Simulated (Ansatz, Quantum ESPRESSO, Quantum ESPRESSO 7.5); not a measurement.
# Conductance against width: vacuum gaps between two Li(100) faces

Aim: how the conductance falls as the barrier grows, for vacuum gaps between two Li(100) faces.

Main program and level: Quantum ESPRESSO 7.5; plane-wave DFT, LDA, GBRV ultrasoft pseudopotentials (cross-check by Ansatz 0.2.0 with PAW datasets).

### Step 1. The starting structure

The cell holds 16 atoms: 16 Li. Cell: a = 3.440 Å, b = 3.440 Å, c = 30.800 Å, α = 90.0°, β = 90.0°, γ = 90.0°. It derives from Li. Regions: left lead, 8 atoms (8 Li); right lead, 8 atoms (8 Li). The structure is stacked along c, and the current runs across the ab planes.

### Step 2. Ground state, 5 Å

One periodic cell holds a stretch of lead, the junction and more lead; the atoms stay as built.

j0.scf.in

```
&control
  prefix = 'j0.scf'
  outdir = './out'
  pseudo_dir = './pseudo'
  calculation = 'scf'
  tprnfor = .true.
/
&system
  ibrav = 0
  nat = 16
  ntyp = 1
  ecutwfc = 40
  ecutrho = 200
  occupations = 'smearing'
  smearing = 'mv'
  degauss = 0.01
/
&electrons
  conv_thr = 1e-07
  mixing_beta = 0.25
  electron_maxstep = 120
  mixing_mode = 'local-TF'
/
ATOMIC_SPECIES
  Li  6.9400  li_lda_v1.4.uspp.F.UPF
CELL_PARAMETERS angstrom
  3.44000000000000 0.00000000000000 0.00000000000000
  0.00000000000000 3.44000000000000 0.00000000000000
  0.00000000000000 0.00000000000000 30.80000000000000
ATOMIC_POSITIONS crystal
  Li  0.000000000000 0.000000000000 0.000000000000
  Li  0.500000000000 0.500000000000 0.055844155844
  Li  0.000000000000 0.000000000000 0.111688311688
  Li  0.500000000000 0.500000000000 0.167532467532
  Li  0.000000000000 0.000000000000 0.223376623377
  Li  0.500000000000 0.500000000000 0.279220779221
  Li  0.000000000000 0.000000000000 0.335064935065
  Li  0.500000000000 0.500000000000 0.390909090909
  Li  0.000000000000 0.000000000000 0.553246753247
  Li  0.500000000000 0.500000000000 0.609090909091
  Li  0.000000000000 0.000000000000 0.664935064935
  Li  0.500000000000 0.500000000000 0.720779220779
  Li  0.000000000000 0.000000000000 0.776623376623
  Li  0.500000000000 0.500000000000 0.832467532468
  Li  0.000000000000 0.000000000000 0.888311688312
  Li  0.500000000000 0.500000000000 0.944155844156
K_POINTS automatic
  7 7 1 0 0 0
```

Run with:

```sh
$ OMP_NUM_THREADS=1 mpirun -n 4 pw.x -nk 2 -in j0.scf.in > j0.scf.out
```

The program printed:

```text
Program PWSCF v.7.5 starts
[citation notice left out]

     Parallel version (MPI & OpenMP), running on       4 processor cores
     Number of MPI processes:                 4
     Threads/MPI process:                     1

     MPI processes distributed on     1 nodes
[...]
Current dimensions of program PWSCF are:
     Max number of different atomic species (ntypx) = 10
     Max number of k-points (npk) =  40000
     Max angular momentum in pseudopotentials (lmaxx) =  4
     Message from routine setup:
     using ibrav=0 with symmetry is DISCOURAGED, use correct ibrav instead

     K-points division:     npool     =       2
     R & G space division:  proc/nbgrp/npool/nimage =       2
     Subspace diagonalization in iterative solution of the eigenvalue problem:
     a serial algorithm will be used

     Parallelization info
     --------------------
     sticks:   dense  smooth     PW     G-vecs:    dense   smooth      PW
     Min         336     272     80                58824    42042    6816
     Max         337     273     81                58831    42049    6833
     Sum         673     545    161               117655    84091   13649

     Using Slab Decomposition

     bravais-lattice index     =            0
     lattice parameter (alat)  =       6.5007  a.u.
     unit-cell volume          =    2459.5984 (a.u.)^3
     number of atoms/cell      =           16
     number of atomic types    =            1
     number of electrons       =        48.00
     number of Kohn-Sham states=           29
     kinetic-energy cutoff     =      40.0000  Ry
     charge density cutoff     =     200.0000  Ry
     scf convergence threshold =      1.0E-07
     mixing beta               =       0.2500
     number of iterations used =            8  local-TF  mixing
     Exchange-correlation=  SLA  PZ   NOGX NOGC
                           (   1   1   0   0   0   0   0)

     celldm(1)=   6.500658  celldm(2)=   0.000000  celldm(3)=   0.000000
     celldm(4)=   0.000000  celldm(5)=   0.000000  celldm(6)=   0.000000

     crystal axes: (cart. coord. in units of alat)
               a(1) = (   1.000000   0.000000   0.000000 )
               a(2) = (   0.000000   1.000000   0.000000 )
               a(3) = (   0.000000   0.000000   8.953488 )

     reciprocal axes: (cart. coord. in units 2 pi/alat)
               b(1) = (  1.000000  0.000000  0.000000 )
               b(2) = (  0.000000  1.000000  0.000000 )
               b(3) = (  0.000000  0.000000  0.111688 )

     PseudoPot. # 1 for Li read from file:
     ./pseudo/li_lda_v1.4.uspp.F.UPF
     Pseudo is Ultrasoft, Zval =  3.0
     Generated by new atomic code, or converted to UPF format
     Using radial grid of  751 points,  5 beta functions with:
                l(1) =   0
                l(2) =   0
                l(3) =   0
                l(4) =   1
                l(5) =   1
     Q(r) pseudized with 10 coefficients,  rinner =    1.150   1.150   1.150

     atomic species   valence    mass     pseudopotential
     Li                3.00     6.94000     Li( 1.00)

      8 Sym. Ops. (no inversion) found

   Cartesian axes

     site n.     atom                  positions (alat units)
         1        Li     tau(   1) = (   0.0000000   0.0000000   0.0000000  )
         2        Li     tau(   2) = (   0.5000000   0.5000000   0.5000000  )
         3        Li     tau(   3) = (   0.0000000   0.0000000   1.0000000  )
         4        Li     tau(   4) = (   0.5000000   0.5000000   1.5000000  )
         5        Li     tau(   5) = (   0.0000000   0.0000000   2.0000000  )
         6        Li     tau(   6) = (   0.5000000   0.5000000   2.5000000  )
         7        Li     tau(   7) = (   0.0000000   0.0000000   3.0000000  )
         8        Li     tau(   8) = (   0.5000000   0.5000000   3.5000000  )
         9        Li     tau(   9) = (   0.0000000   0.0000000   4.9534884  )
        10        Li     tau(  10) = (   0.5000000   0.5000000   5.4534884  )
        11        Li     tau(  11) = (   0.0000000   0.0000000   5.9534884  )
        12        Li     tau(  12) = (   0.5000000   0.5000000   6.4534884  )
        13        Li     tau(  13) = (   0.0000000   0.0000000   6.9534884  )
        14        Li     tau(  14) = (   0.5000000   0.5000000   7.4534884  )
        15        Li     tau(  15) = (   0.0000000   0.0000000   7.9534884  )
        16        Li     tau(  16) = (   0.5000000   0.5000000   8.4534884  )

     number of k points=    10  Marzari-Vanderbilt smearing, width (Ry)=  0.0100
                       cart. coord. in units 2pi/alat
        k(    1) = (   0.0000000   0.0000000   0.0000000), wk =   0.0408163
        k(    2) = (   0.0000000   0.1428571   0.0000000), wk =   0.1632653
        k(    3) = (   0.0000000   0.2857143   0.0000000), wk =   0.1632653
        k(    4) = (   0.0000000   0.4285714   0.0000000), wk =   0.1632653
        k(    5) = (   0.1428571   0.1428571   0.0000000), wk =   0.1632653
        k(    6) = (   0.1428571   0.2857143   0.0000000), wk =   0.3265306
        k(    7) = (   0.1428571   0.4285714   0.0000000), wk =   0.3265306
        k(    8) = (   0.2857143   0.2857143   0.0000000), wk =   0.1632653
        k(    9) = (   0.2857143   0.4285714   0.0000000), wk =   0.3265306
        k(   10) = (   0.4285714   0.4285714   0.0000000), wk =   0.1632653

     Dense  grid:   117655 G-vectors     FFT dimensions: (  30,  30, 270)

     Smooth grid:    84091 G-vectors     FFT dimensions: (  27,  27, 240)

     Estimated max dynamical RAM per process >     103.11 MB

     Estimated total dynamical RAM >     383.71 MB

     Initial potential from superposition of free atoms

     starting charge      40.7879, renormalised to      48.0000
     Starting wfcs are   80 randomized atomic wfcs

     total cpu time spent up to now is        1.4 secs

     per-process dynamical memory:    66.5 Mb

     Self-consistent Calculation

     iteration #  1     ecut=    40.00 Ry     beta= 0.25
     Davidson diagonalization with overlap
     ethr =  1.00E-02,  avg # of iterations =  1.8

     total cpu time spent up to now is        2.5 secs

     total energy              =    -229.87208521 Ry
     estimated scf accuracy    <       3.08829060 Ry

     iteration #  2     ecut=    40.00 Ry     beta= 0.25
[...]
total energy              =    -228.59909486 Ry
     estimated scf accuracy    <       2.06534046 Ry

     iteration #  3     ecut=    40.00 Ry     beta= 0.25
[...]
total energy              =    -228.60384863 Ry
[...]
iteration #  6     ecut=    40.00 Ry     beta= 0.25
[...]
total energy              =    -228.66008582 Ry
     estimated scf accuracy    <       0.04477449 Ry

     iteration #  7     ecut=    40.00 Ry     beta= 0.25
[...]
total energy              =    -228.65612073 Ry
     estimated scf accuracy    <       0.06508556 Ry

     iteration #  8     ecut=    40.00 Ry     beta= 0.25
[...]
total energy              =    -228.65648307 Ry
     estimated scf accuracy    <       0.02547718 Ry

     iteration #  9     ecut=    40.00 Ry     beta= 0.25
[...]
total energy              =    -228.65621110 Ry
     estimated scf accuracy    <       0.01905963 Ry

     iteration # 10     ecut=    40.00 Ry     beta= 0.25
[...]
total energy              =    -228.65603526 Ry
     estimated scf accuracy    <       0.00850524 Ry

     iteration # 11     ecut=    40.00 Ry     beta= 0.25
[...]
total energy              =    -228.65621692 Ry
     estimated scf accuracy    <       0.00112799 Ry

     iteration # 12     ecut=    40.00 Ry     beta= 0.25
[...]
total energy              =    -228.65640326 Ry
     estimated scf accuracy    <       0.00049592 Ry

     iteration # 13     ecut=    40.00 Ry     beta= 0.25
[...]
total energy              =    -228.65642969 Ry
     estimated scf accuracy    <       0.00127892 Ry

     iteration # 14     ecut=    40.00 Ry     beta= 0.25
[...]
total energy              =    -228.65630691 Ry
     estimated scf accuracy    <       0.00180273 Ry

[...]
iteration # 17     ecut=    40.00 Ry     beta= 0.25
[...]
total energy              =    -228.65637536 Ry
     estimated scf accuracy    <       0.00017844 Ry

     iteration # 18     ecut=    40.00 Ry     beta= 0.25
[...]
total energy              =    -228.65637772 Ry
     estimated scf accuracy    <       0.00004855 Ry

     iteration # 19     ecut=    40.00 Ry     beta= 0.25
[...]
total energy              =    -228.65638368 Ry
     estimated scf accuracy    <       0.00000615 Ry

     iteration # 20     ecut=    40.00 Ry     beta= 0.25
[...]
total energy              =    -228.65638487 Ry
     estimated scf accuracy    <       0.00000128 Ry

     iteration # 21     ecut=    40.00 Ry     beta= 0.25
[...]
total energy              =    -228.65638474 Ry
     estimated scf accuracy    <       0.00000162 Ry

     iteration # 22     ecut=    40.00 Ry     beta= 0.25
[...]
total energy              =    -228.65638496 Ry
     estimated scf accuracy    <       0.00000095 Ry

     iteration # 23     ecut=    40.00 Ry     beta= 0.25
[...]
total energy              =    -228.65638491 Ry
     estimated scf accuracy    <       0.00000067 Ry

     iteration # 24     ecut=    40.00 Ry     beta= 0.25
[...]
End of self-consistent calculation

          k = 0.0000 0.0000 0.0000 ( 10605 PWs)   bands (ev):

   -45.9424 -45.9424 -45.1990 -45.1990 -45.1890 -45.1875 -45.1625 -45.1625
   -45.1589 -45.1552 -45.1542 -45.1418 -45.1392 -45.1390 -45.1219 -45.1219
    -3.0174  -2.9186  -2.7798  -2.5492  -2.2806  -1.8857  -1.5330  -0.9451
    -0.6198   0.2485   0.4109   1.6368   1.7229

          k = 0.0000 0.1429 0.0000 ( 10577 PWs)   bands (ev):

   -45.9421 -45.9421 -45.1983 -45.1983 -45.1877 -45.1865 -45.1620 -45.1620
   -45.1580 -45.1543 -45.1536 -45.1425 -45.1394 -45.1394 -45.1226 -45.1225
    -2.8274  -2.7287  -2.5897  -2.3601  -2.0909  -1.6992  -1.3438  -0.7651
    -0.4305   0.4136   0.5919   1.7670   1.8651

          k = 0.0000 0.2857 0.0000 ( 10505 PWs)   bands (ev):

   -45.9414 -45.9414 -45.1967 -45.1967 -45.1848 -45.1842 -45.1610 -45.1610
   -45.1556 -45.1517 -45.1516 -45.1449 -45.1402 -45.1402 -45.1243 -45.1243
    -2.2529  -2.1553  -2.0165  -1.7915  -1.5231  -1.1451  -0.7892  -0.2503
     0.0950   0.8153   1.0141   1.7583   1.8172

          k = 0.0000 0.4286 0.0000 ( 10511 PWs)   bands (ev):

   -45.9408 -45.9408 -45.1954 -45.1954 -45.1823 -45.1822 -45.1604 -45.1604
   -45.1524 -45.1491 -45.1489 -45.1484 -45.1412 -45.1412 -45.1260 -45.1260
    -1.2819  -1.1878  -1.0535  -0.8427  -0.5878  -0.2559   0.0603   0.1014
     0.1872   0.3027   0.4501   0.4694   0.6743

          k = 0.1429 0.1429 0.0000 ( 10571 PWs)   bands (ev):

   -45.9418 -45.9418 -45.1976 -45.1976 -45.1866 -45.1856 -45.1616 -45.1616
   -45.1571 -45.1534 -45.1529 -45.1432 -45.1396 -45.1396 -45.1231 -45.1231
    -2.6376  -2.5390  -2.3994  -2.1703  -1.9000  -1.5104  -1.1519  -0.5799
    -0.2359   0.5907   0.7841   1.9303   2.0384

          k = 0.1429 0.2857 0.0000 ( 10525 PWs)   bands (ev):

   -45.9411 -45.9411 -45.1962 -45.1962 -45.1840 -45.1836 -45.1607 -45.1607
   -45.1549 -45.1510 -45.1509 -45.1453 -45.1402 -45.1402 -45.1245 -45.1245
    -2.0648  -1.9666  -1.8264  -1.6002  -1.3290  -0.9497  -0.5885  -0.0485
     0.3079   1.0328   1.2467   2.0039   2.0209

[...]
the Fermi energy is     0.4624 ev

!    total energy              =    -228.65638491 Ry
     estimated scf accuracy    <       0.00000004 Ry
     smearing contrib. (-TS)   =       0.00067004 Ry
     internal energy E=F+TS    =    -228.65705495 Ry

     The total energy is F=E-TS. E is the sum of the following terms:
     one-electron contribution =    -232.25844475 Ry
     hartree contribution      =      95.64661326 Ry
     xc contribution           =     -50.69489524 Ry
     ewald contribution        =     -41.35032822 Ry

     convergence has been achieved in  24 iterations

     Forces acting on atoms (cartesian axes, Ry/au):

     atom    1 type  1   force =     0.00000000    0.00000000   -0.00094205
     atom    2 type  1   force =     0.00000000    0.00000000    0.00026450
     atom    3 type  1   force =     0.00000000    0.00000000    0.00088678
     atom    4 type  1   force =     0.00000000    0.00000000   -0.00043686
     atom    5 type  1   force =     0.00000000    0.00000000    0.00019432
     atom    6 type  1   force =     0.00000000    0.00000000   -0.00017274
     atom    7 type  1   force =     0.00000000    0.00000000   -0.00452373
     atom    8 type  1   force =     0.00000000    0.00000000    0.00440944
     atom    9 type  1   force =     0.00000000    0.00000000   -0.00441050
     atom   10 type  1   force =     0.00000000    0.00000000    0.00452460
     atom   11 type  1   force =     0.00000000    0.00000000    0.00017408
     atom   12 type  1   force =     0.00000000    0.00000000   -0.00019574
     atom   13 type  1   force =     0.00000000    0.00000000    0.00043231
     atom   14 type  1   force =     0.00000000    0.00000000   -0.00088433
     atom   15 type  1   force =     0.00000000    0.00000000   -0.00026706
     atom   16 type  1   force =     0.00000000    0.00000000    0.00094697

     Total force =     0.009156     Total SCF correction =     0.000300

[...]
=------------------------------------------------------------------------------=
   JOB DONE.
=------------------------------------------------------------------------------=
```

Wall time 32 s (4 MPI ranks of Arm Neoverse V2, shared host); peak memory 0.5 GiB.

Read from the output:

```
free energy  : -3111.0286 eV
Fermi energy : 0.4624 eV
```

The run needed 24 iterations to bring the estimated error under 1e-07 Ry; the largest force on any atom, held or free, is 0.12 eV/Å.

[end of part 1 of 5]

[Logs are printed without paths, hosts, clocks, repeated set-up lines and the standing remarks that a program may print on its own settings, such as how far it seeks lower states.]

[Hosts, paths, dates, database ids (printed as entryN), source tags and the programs' standing remarks are cut or masked in the printed files.]

[Maps of the electrostatic potential energy from Ansatz leave out the sawtooth potential of an applied field or a dipole correction, so their vacuum need not be flat; planar profiles and work functions include it.]
